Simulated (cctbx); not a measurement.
**Symmetry from intensities**

Cell: a = 8.7710 Å, b = 11.5680 Å, c = 14.9020 Å, α = 90.00°, β = 90.00°, γ = 90.00°. Expected content of the cell: Ba16 Ru24 Ca8 O48.

The data are simulated with cctbx, not measured: Mo Kα, λ = 0.71073 Å, to d = 0.65 Å, 70 % of the full sphere, strongest reflection 5000 counts, noise from counting, a 6 % proportional error and a noise floor of 4 counts (s.d.); no absorption.

A first pass over the reflections prints:

```text
16145 reflections to d = 0.650 A
centring   violations  <I/sigma> of those
    A          0 of  8040      0.0
    B          0 of  8005     -0.0
    C          0 of  8109     -0.0
    I       1315 of  8084      1.6
    R       1909 of 10741      1.9
    F          0 of 12077     -0.0
Laue class    unique    Rint  (classes that these axes allow; Friedel mates merged)
F m m m           818   0.061
space group    extra absences  I>4sigma  <I/sigma>
F 2 2 2                 0          0         -  acentric
F m m 2                 0          0         -  acentric
F 2 m m                 0          0         -  acentric
F m 2 m                 0          0         -  acentric
F m m m                 0          0         -  centric
Wilson B = 0.39 A^2   <|E^2-1|> = 0.865 (0.968 centric, 0.736 acentric)   E^2>4: 2.8 %
shell (A)         n   <I/sigma>
 7.45 - 1.30    115     17.6
 1.30 - 1.03    106     17.0
 1.03 - 0.90     96     15.6
 0.90 - 0.82    109     16.4
 0.82 - 0.76     95     15.3
 0.76 - 0.72     98     12.9
 0.72 - 0.68     99     12.8
 0.68 - 0.65    100     14.0
```

**Question.** What are the lattice type, the Laue class and the likely space group?

The reflections that A, B, C and F centring forbids are absent (⟨I/σ⟩ near 0), so the lattice is F. F holds A, B and C together.

Only F m m m fits these axes (Rint 0.061); a search for a hidden higher lattice was not made.

5 settings pass the absence test. No glide or screw absences show, which leaves F 2 2 2, F m m 2, F 2 m m, F m 2 m and F m m m.

⟨|E²−1|⟩ = 0.865 lies between the two ideal values. The Wilson B of 0.39 Å² means U ≈ 0.0049 Å².

The true group is Fmmm (no. 69), Laue class mmm, centrosymmetric. The tables only narrow the choice to the tied entries; cell content, site symmetry and trial solutions must settle it.

The model is made up (kin elements in a known structure type, no relaxation), so it says nothing on whether the phase exists.

[Logs are printed without paths, hosts, clocks, repeated set-up lines and the standing remarks that a program may print on its own settings, such as how far it seeks lower states.]
